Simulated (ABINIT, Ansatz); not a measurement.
# CsSbSe3 (Pm-3m): zone-centre phonons, part 4 of 5

Aim: the zone-centre modes of CsSbSe3 (Pm-3m).

ABINIT 10.8.3; DFT PBE, scalar-relativistic, plane waves, SG15 norm-conserving pseudopotentials.

So far, highest optical zone-centre mode (no LO-TO term) (cm⁻¹): step 5 (modes with the sum rule) 65.3. The relaxed cell has a = 5.468 Å (conventional setting).

The structure was built from a prototype and need not be the compound's stable phase.

## Step 6: Sum rules set otherwise (asr 0)

Without the rule the raw error of the acoustic modes shows.

Contents of anaddb.abi:

```
ddb_filepath "gamma_DDB"
output_file "anaddb.abo"
outdata_prefix "anaddb"
asr 0
chneut 0
enunit 2
eivec 1
nph1l 1
qph1l 0.0 0.0 0.0 1.0
```

Contents of mrgddb.in:

```
gamma_DDB
merged
2
dfpt_gammao_DDB
gso_DDB
```

Launch:

```bash
mrgddb < mrgddb.in > mrgddb.log
OMP_NUM_THREADS=1 anaddb anaddb.abi > anaddb.log
```

anaddb.abo, the main output file:

```text
-outvars_anaddb: echo values of input variables ----------------------

 Miscellaneous information :
      enunit         2
       eivec         1
      chneut         0
 First list of wavevector (reduced coord.) :
       nph1l         1
       qph1l
                     0.00000000E+00  0.00000000E+00  0.00000000E+00    1.000E+00

================================================================================

 read the DDB information and perform some checks

  ==== Info on the Cryst% object ====
 Real(R)+Recip(G) space primitive vectors, cartesian coordinates (Bohr,Bohr^-1):
 R(1)= 10.3335066  0.0000000  0.0000000  G(1)=  0.0967726  0.0000000  0.0000000
 R(2)=  0.0000000 10.3335066  0.0000000  G(2)=  0.0000000  0.0967726  0.0000000
 R(3)=  0.0000000  0.0000000 10.3335066  G(3)=  0.0000000  0.0000000  0.0967726
 Unit cell volume ucvol=  1.1034259E+03 bohr^3
 Angles (23,13,12)=  9.00000000E+01  9.00000000E+01  9.00000000E+01 degrees
 Time-reversal symmetry is present
 Reduced atomic positions [iatom, xred, symbol]:
    1)    0.0000000  0.0000000  0.0000000  Cs
    2)    0.5000000  0.5000000  0.5000000  Sb
    3)    0.5000000  0.5000000  0.0000000  Se
    4)    0.5000000  0.0000000  0.5000000  Se
    5)    0.0000000  0.5000000  0.5000000  Se

 DDB file with 3 blocks has been read.

================================================================================

 Treat the first list of vectors

  Phonon wavevector (reduced coordinates) :  0.00000  0.00000  0.00000
 Phonon energies in Hartree :
  -3.727746E-04 -3.727746E-04 -3.727746E-04 -1.726829E-04 -1.726829E-04
  -1.726829E-04  7.174041E-06  7.174041E-06  7.174042E-06  1.578621E-04
   1.578621E-04  1.578621E-04  2.984269E-04  2.984269E-04  2.984269E-04
 Phonon energies in meV     :
- -1.014371E+01 -1.014371E+01 -1.014371E+01 -4.698941E+00 -4.698941E+00
- -4.698941E+00  1.952156E-01  1.952156E-01  1.952156E-01  4.295648E+00
-  4.295648E+00  4.295648E+00  8.120609E+00  8.120609E+00  8.120609E+00
 Phonon frequencies in cm-1    :
- -8.181457E+01 -8.181457E+01 -8.181457E+01 -3.789951E+01 -3.789951E+01
- -3.789951E+01  1.574520E+00  1.574520E+00  1.574520E+00  3.464673E+01
-  3.464673E+01  3.464673E+01  6.549713E+01  6.549713E+01  6.549713E+01
 Phonon frequencies in Thz     :
- -2.452739E+00 -2.452739E+00 -2.452739E+00 -1.136199E+00 -1.136199E+00
- -1.136199E+00  4.720292E-02  4.720292E-02  4.720293E-02  1.038683E+00
-  1.038683E+00  1.038683E+00  1.963555E+00  1.963555E+00  1.963555E+00
 Phonon energies in Kelvin  :
- -1.177129E+02 -1.177129E+02 -1.177129E+02 -5.452894E+01 -5.452894E+01
- -5.452894E+01  2.265383E+00  2.265383E+00  2.265383E+00  4.984892E+01
-  4.984892E+01  4.984892E+01  9.423576E+01  9.423576E+01  9.423576E+01

 Eigendisplacements
 (will be given, for each mode : in cartesian coordinates
   for each atom the real part of the displacement vector,
   then the imaginary part of the displacement vector - absolute values smaller than 1.0d-7 are set to zero)
  Mode number    1   Energy   -3.727746E-04
 Attention : low frequency mode.
   (Could be unstable or acoustic mode)
-  1  0.00000000E+00  0.00000000E+00  2.21893108E-04
-     0.00000000E+00  0.00000000E+00  0.00000000E+00
-  2  0.00000000E+00  0.00000000E+00 -1.76918965E-03
-     0.00000000E+00  0.00000000E+00  0.00000000E+00
-  3  0.00000000E+00  0.00000000E+00  3.43215329E-04
-     0.00000000E+00  0.00000000E+00  0.00000000E+00
-  4  0.00000000E+00  0.00000000E+00  9.79928005E-04
-     0.00000000E+00  0.00000000E+00  0.00000000E+00
-  5  0.00000000E+00  0.00000000E+00  9.79928005E-04
-     0.00000000E+00  0.00000000E+00  0.00000000E+00
  Mode number    2   Energy   -3.727746E-04
 Attention : low frequency mode.
   (Could be unstable or acoustic mode)
-  1  0.00000000E+00 -2.21893108E-04  0.00000000E+00
-     0.00000000E+00  0.00000000E+00  0.00000000E+00
-  2  0.00000000E+00  1.76918965E-03  0.00000000E+00
-     0.00000000E+00  0.00000000E+00  0.00000000E+00
-  3  0.00000000E+00 -9.79928005E-04  0.00000000E+00
-     0.00000000E+00  0.00000000E+00  0.00000000E+00
-  4  0.00000000E+00 -3.43215329E-04  0.00000000E+00
-     0.00000000E+00  0.00000000E+00  0.00000000E+00
-  5  0.00000000E+00 -9.79928005E-04  0.00000000E+00
-     0.00000000E+00  0.00000000E+00  0.00000000E+00
  Mode number    3   Energy   -3.727746E-04
 Attention : low frequency mode.
   (Could be unstable or acoustic mode)
-  1  2.21893108E-04  0.00000000E+00  0.00000000E+00
-     0.00000000E+00  0.00000000E+00  0.00000000E+00
-  2 -1.76918965E-03  0.00000000E+00  0.00000000E+00
-     0.00000000E+00  0.00000000E+00  0.00000000E+00
-  3  9.79928005E-04  0.00000000E+00  0.00000000E+00
-     0.00000000E+00  0.00000000E+00  0.00000000E+00
-  4  9.79928005E-04  0.00000000E+00  0.00000000E+00
-     0.00000000E+00  0.00000000E+00  0.00000000E+00
-  5  3.43215329E-04  0.00000000E+00  0.00000000E+00
-     0.00000000E+00  0.00000000E+00  0.00000000E+00
  Mode number    4   Energy   -1.726829E-04
 Attention : low frequency mode.
   (Could be unstable or acoustic mode)
-  1  0.00000000E+00  0.00000000E+00  0.00000000E+00
-     0.00000000E+00  0.00000000E+00  0.00000000E+00
-  2  0.00000000E+00  0.00000000E+00  0.00000000E+00
-     0.00000000E+00  0.00000000E+00  0.00000000E+00
-  3  0.00000000E+00  0.00000000E+00  0.00000000E+00
-     0.00000000E+00  0.00000000E+00  0.00000000E+00
-  4  0.00000000E+00  0.00000000E+00 -1.86380890E-03
-     0.00000000E+00  0.00000000E+00  0.00000000E+00
-  5  0.00000000E+00  0.00000000E+00  1.86380890E-03
-     0.00000000E+00  0.00000000E+00  0.00000000E+00
  Mode number    5   Energy   -1.726829E-04
 Attention : low frequency mode.
   (Could be unstable or acoustic mode)
-  1  0.00000000E+00  0.00000000E+00  0.00000000E+00
-     0.00000000E+00  0.00000000E+00  0.00000000E+00
-  2  0.00000000E+00  0.00000000E+00  0.00000000E+00
-     0.00000000E+00  0.00000000E+00  0.00000000E+00
-  3  0.00000000E+00  1.86380890E-03  0.00000000E+00
-     0.00000000E+00  0.00000000E+00  0.00000000E+00
-  4  0.00000000E+00  0.00000000E+00  0.00000000E+00
-     0.00000000E+00  0.00000000E+00  0.00000000E+00
-  5  0.00000000E+00 -1.86380890E-03  0.00000000E+00
-     0.00000000E+00  0.00000000E+00  0.00000000E+00
  Mode number    6   Energy   -1.726829E-04
 Attention : low frequency mode.
   (Could be unstable or acoustic mode)
-  1  0.00000000E+00  0.00000000E+00  0.00000000E+00
-     0.00000000E+00  0.00000000E+00  0.00000000E+00
-  2  0.00000000E+00  0.00000000E+00  0.00000000E+00
-     0.00000000E+00  0.00000000E+00  0.00000000E+00
-  3  1.86380890E-03  0.00000000E+00  0.00000000E+00
-     0.00000000E+00  0.00000000E+00  0.00000000E+00
-  4 -1.86380890E-03  0.00000000E+00  0.00000000E+00
-     0.00000000E+00  0.00000000E+00  0.00000000E+00
-  5  0.00000000E+00  0.00000000E+00  0.00000000E+00
-     0.00000000E+00  0.00000000E+00  0.00000000E+00
  Mode number    7   Energy    7.174041E-06
 Attention : low frequency mode.
   (Could be unstable or acoustic mode)
-  1  0.00000000E+00  0.00000000E+00  1.05724877E-03
-     0.00000000E+00  0.00000000E+00  0.00000000E+00
-  2  0.00000000E+00  0.00000000E+00  1.04345701E-03
-     0.00000000E+00  0.00000000E+00  0.00000000E+00
-  3  0.00000000E+00  0.00000000E+00  1.05547034E-03
-     0.00000000E+00  0.00000000E+00  0.00000000E+00
-  4  0.00000000E+00  0.00000000E+00  1.06611998E-03
-     0.00000000E+00  0.00000000E+00  0.00000000E+00
-  5  0.00000000E+00  0.00000000E+00  1.06611998E-03
-     0.00000000E+00  0.00000000E+00  0.00000000E+00
  Mode number    8   Energy    7.174041E-06
 Attention : low frequency mode.
   (Could be unstable or acoustic mode)
-  1  0.00000000E+00 -1.05724877E-03  0.00000000E+00
-     0.00000000E+00  0.00000000E+00  0.00000000E+00
-  2  0.00000000E+00 -1.04345701E-03  0.00000000E+00
-     0.00000000E+00  0.00000000E+00  0.00000000E+00
-  3  0.00000000E+00 -1.06611998E-03  0.00000000E+00
-     0.00000000E+00  0.00000000E+00  0.00000000E+00
-  4  0.00000000E+00 -1.05547034E-03  0.00000000E+00
-     0.00000000E+00  0.00000000E+00  0.00000000E+00
-  5  0.00000000E+00 -1.06611998E-03  0.00000000E+00
-     0.00000000E+00  0.00000000E+00  0.00000000E+00
  Mode number    9   Energy    7.174042E-06
 Attention : low frequency mode.
   (Could be unstable or acoustic mode)
-  1  1.05724877E-03  0.00000000E+00  0.00000000E+00
-     0.00000000E+00  0.00000000E+00  0.00000000E+00
-  2  1.04345701E-03  0.00000000E+00  0.00000000E+00
-     0.00000000E+00  0.00000000E+00  0.00000000E+00
-  3  1.06611998E-03  0.00000000E+00  0.00000000E+00
-     0.00000000E+00  0.00000000E+00  0.00000000E+00
-  4  1.06611998E-03  0.00000000E+00  0.00000000E+00
-     0.00000000E+00  0.00000000E+00  0.00000000E+00
-  5  1.05547034E-03  0.00000000E+00  0.00000000E+00
-     0.00000000E+00  0.00000000E+00  0.00000000E+00
  Mode number   10   Energy    1.578621E-04
-  1  0.00000000E+00  0.00000000E+00 -6.14985997E-04
-     0.00000000E+00  0.00000000E+00  0.00000000E+00
-  2  0.00000000E+00  0.00000000E+00 -1.70853127E-04
-     0.00000000E+00  0.00000000E+00  0.00000000E+00
-  3  0.00000000E+00  0.00000000E+00  2.38465489E-03
-     0.00000000E+00  0.00000000E+00  0.00000000E+00
-  4  0.00000000E+00  0.00000000E+00 -5.38227726E-04
-     0.00000000E+00  0.00000000E+00  0.00000000E+00
-  5  0.00000000E+00  0.00000000E+00 -5.38227726E-04
-     0.00000000E+00  0.00000000E+00  0.00000000E+00
  Mode number   11   Energy    1.578621E-04
-  1  0.00000000E+00 -6.14985997E-04  0.00000000E+00
-     0.00000000E+00  0.00000000E+00  0.00000000E+00
-  2  0.00000000E+00 -1.70853127E-04  0.00000000E+00
-     0.00000000E+00  0.00000000E+00  0.00000000E+00
-  3  0.00000000E+00 -5.38227726E-04  0.00000000E+00
-     0.00000000E+00  0.00000000E+00  0.00000000E+00
-  4  0.00000000E+00  2.38465489E-03  0.00000000E+00
-     0.00000000E+00  0.00000000E+00  0.00000000E+00
-  5  0.00000000E+00 -5.38227726E-04  0.00000000E+00
-     0.00000000E+00  0.00000000E+00  0.00000000E+00
  Mode number   12   Energy    1.578621E-04
-  1  6.14985997E-04  0.00000000E+00  0.00000000E+00
-     0.00000000E+00  0.00000000E+00  0.00000000E+00
-  2  1.70853127E-04  0.00000000E+00  0.00000000E+00
-     0.00000000E+00  0.00000000E+00  0.00000000E+00
-  3  5.38227726E-04  0.00000000E+00  0.00000000E+00
-     0.00000000E+00  0.00000000E+00  0.00000000E+00
-  4  5.38227726E-04  0.00000000E+00  0.00000000E+00
-     0.00000000E+00  0.00000000E+00  0.00000000E+00
-  5 -2.38465489E-03  0.00000000E+00  0.00000000E+00
-     0.00000000E+00  0.00000000E+00  0.00000000E+00
  Mode number   13   Energy    2.984269E-04
-  1  0.00000000E+00  0.00000000E+00  1.60697748E-03
-     0.00000000E+00  0.00000000E+00  0.00000000E+00
-  2  0.00000000E+00  0.00000000E+00 -5.07595751E-04
-     0.00000000E+00  0.00000000E+00  0.00000000E+00
-  3  0.00000000E+00  0.00000000E+00  1.70803594E-04
-     0.00000000E+00  0.00000000E+00  0.00000000E+00
-  4  0.00000000E+00  0.00000000E+00 -1.04270026E-03
-     0.00000000E+00  0.00000000E+00  0.00000000E+00
-  5  0.00000000E+00  0.00000000E+00 -1.04270026E-03
-     0.00000000E+00  0.00000000E+00  0.00000000E+00
  Mode number   14   Energy    2.984269E-04
-  1  0.00000000E+00 -1.60697748E-03  0.00000000E+00
-     0.00000000E+00  0.00000000E+00  0.00000000E+00
-  2  0.00000000E+00  5.07595751E-04  0.00000000E+00
-     0.00000000E+00  0.00000000E+00  0.00000000E+00
-  3  0.00000000E+00  1.04270026E-03  0.00000000E+00
-     0.00000000E+00  0.00000000E+00  0.00000000E+00
-  4  0.00000000E+00 -1.70803594E-04  0.00000000E+00
-     0.00000000E+00  0.00000000E+00  0.00000000E+00
-  5  0.00000000E+00  1.04270026E-03  0.00000000E+00
-     0.00000000E+00  0.00000000E+00  0.00000000E+00
  Mode number   15   Energy    2.984269E-04
-  1  1.60697748E-03  0.00000000E+00  0.00000000E+00
-     0.00000000E+00  0.00000000E+00  0.00000000E+00
-  2 -5.07595751E-04  0.00000000E+00  0.00000000E+00
-     0.00000000E+00  0.00000000E+00  0.00000000E+00
-  3 -1.04270026E-03  0.00000000E+00  0.00000000E+00
-     0.00000000E+00  0.00000000E+00  0.00000000E+00
-  4 -1.04270026E-03  0.00000000E+00  0.00000000E+00
-     0.00000000E+00  0.00000000E+00  0.00000000E+00
-  5  1.70803594E-04  0.00000000E+00  0.00000000E+00
-     0.00000000E+00  0.00000000E+00  0.00000000E+00

 Analysis of degeneracies and characters (maximum tolerance=1.00E-06 a.u.)
 For each vibration mode, or group of modes if degenerate,
 the characters are given for each symmetry operation (see the list in the log file).
 Symmetry characters of vibration mode #   1
       degenerate with vibration modes #   2 to    3
  3.0 -3.0 -1.0  1.0 -1.0  1.0 -1.0  1.0  1.0 -1.0 -1.0  1.0  1.0 -1.0 -1.0  1.0
  0.0 -0.0  0.0 -0.0 -0.0  0.0 -0.0  0.0  1.0 -1.0 -1.0  1.0 -1.0  1.0  1.0 -1.0
  0.0 -0.0 -0.0  0.0 -0.0  0.0  0.0 -0.0  1.0 -1.0  1.0 -1.0 -1.0  1.0 -1.0  1.0
 Symmetry characters of vibration mode #   4
       degenerate with vibration modes #   5 to    6
  3.0 -3.0 -1.0  1.0 -1.0  1.0 -1.0  1.0 -1.0  1.0  1.0 -1.0 -1.0  1.0  1.0 -1.0
 -0.0  0.0  0.0 -0.0  0.0 -0.0 -0.0  0.0 -1.0  1.0  1.0 -1.0  1.0 -1.0 -1.0  1.0
 -0.0  0.0  0.0 -0.0 -0.0  0.0  0.0 -0.0 -1.0  1.0 -1.0  1.0  1.0 -1.0  1.0 -1.0
 Symmetry characters of vibration mode #   7
       degenerate with vibration modes #   8 to    9
  3.0 -3.0 -1.0  1.0 -1.0  1.0 -1.0  1.0  1.0 -1.0 -1.0  1.0  1.0 -1.0 -1.0  1.0
  0.0 -0.0  0.0 -0.0 -0.0  0.0 -0.0  0.0  1.0 -1.0 -1.0  1.0 -1.0  1.0  1.0 -1.0
  0.0 -0.0 -0.0  0.0 -0.0  0.0  0.0 -0.0  1.0 -1.0  1.0 -1.0 -1.0  1.0 -1.0  1.0
 Symmetry characters of vibration mode #  10
       degenerate with vibration modes #  11 to   12
  3.0 -3.0 -1.0  1.0 -1.0  1.0 -1.0  1.0  1.0 -1.0 -1.0  1.0  1.0 -1.0 -1.0  1.0
  0.0 -0.0 -0.0  0.0  0.0 -0.0 -0.0  0.0  1.0 -1.0 -1.0  1.0 -1.0  1.0  1.0 -1.0
  0.0 -0.0  0.0 -0.0 -0.0  0.0 -0.0  0.0  1.0 -1.0  1.0 -1.0 -1.0  1.0 -1.0  1.0
 Symmetry characters of vibration mode #  13
       degenerate with vibration modes #  14 to   15
  3.0 -3.0 -1.0  1.0 -1.0  1.0 -1.0  1.0  1.0 -1.0 -1.0  1.0  1.0 -1.0 -1.0  1.0
  0.0 -0.0  0.0 -0.0 -0.0  0.0 -0.0  0.0  1.0 -1.0 -1.0  1.0 -1.0  1.0  1.0 -1.0
  0.0 -0.0 -0.0  0.0 -0.0  0.0  0.0 -0.0  1.0 -1.0  1.0 -1.0 -1.0  1.0 -1.0  1.0
-
```

Elapsed: 0.49 s, on 1 thread of Arm Neoverse V1, shared host.

Read from the output:

| Property | Result |
| --- | --- |
| highest optical zone-centre mode (no LO-TO term) | 65.5 cm⁻¹ |
| lowest optical zone-centre mode | -81.81 cm⁻¹ |

Zone-centre frequencies as printed; negative means imaginary. Modes:

| mode | frequency (cm⁻¹) |
| --- | --- |
| 1 | -81.81 |
| 2 | -81.81 |
| 3 | -81.81 |
| 4 | -37.9 |
| 5 | -37.9 |
| 6 | -37.9 |
| 7 | 1.57 |
| 8 | 1.57 |
| 9 | 1.57 |
| 10 | 34.65 |
| 11 | 34.65 |
| 12 | 34.65 |
| 13 | 65.5 |
| 14 | 65.5 |
| 15 | 65.5 |

(Part 4 of 5 ends here.)

[Host names and launcher messages were left out of these logs when they were recorded.]

[Logs are printed without paths, hosts, clocks, repeated set-up lines and the standing remarks that a program may print on its own settings, such as how far it seeks lower states.]

[Hosts, paths, dates, database ids (printed as entryN), source tags and the programs' standing remarks are cut or masked in the printed files.]
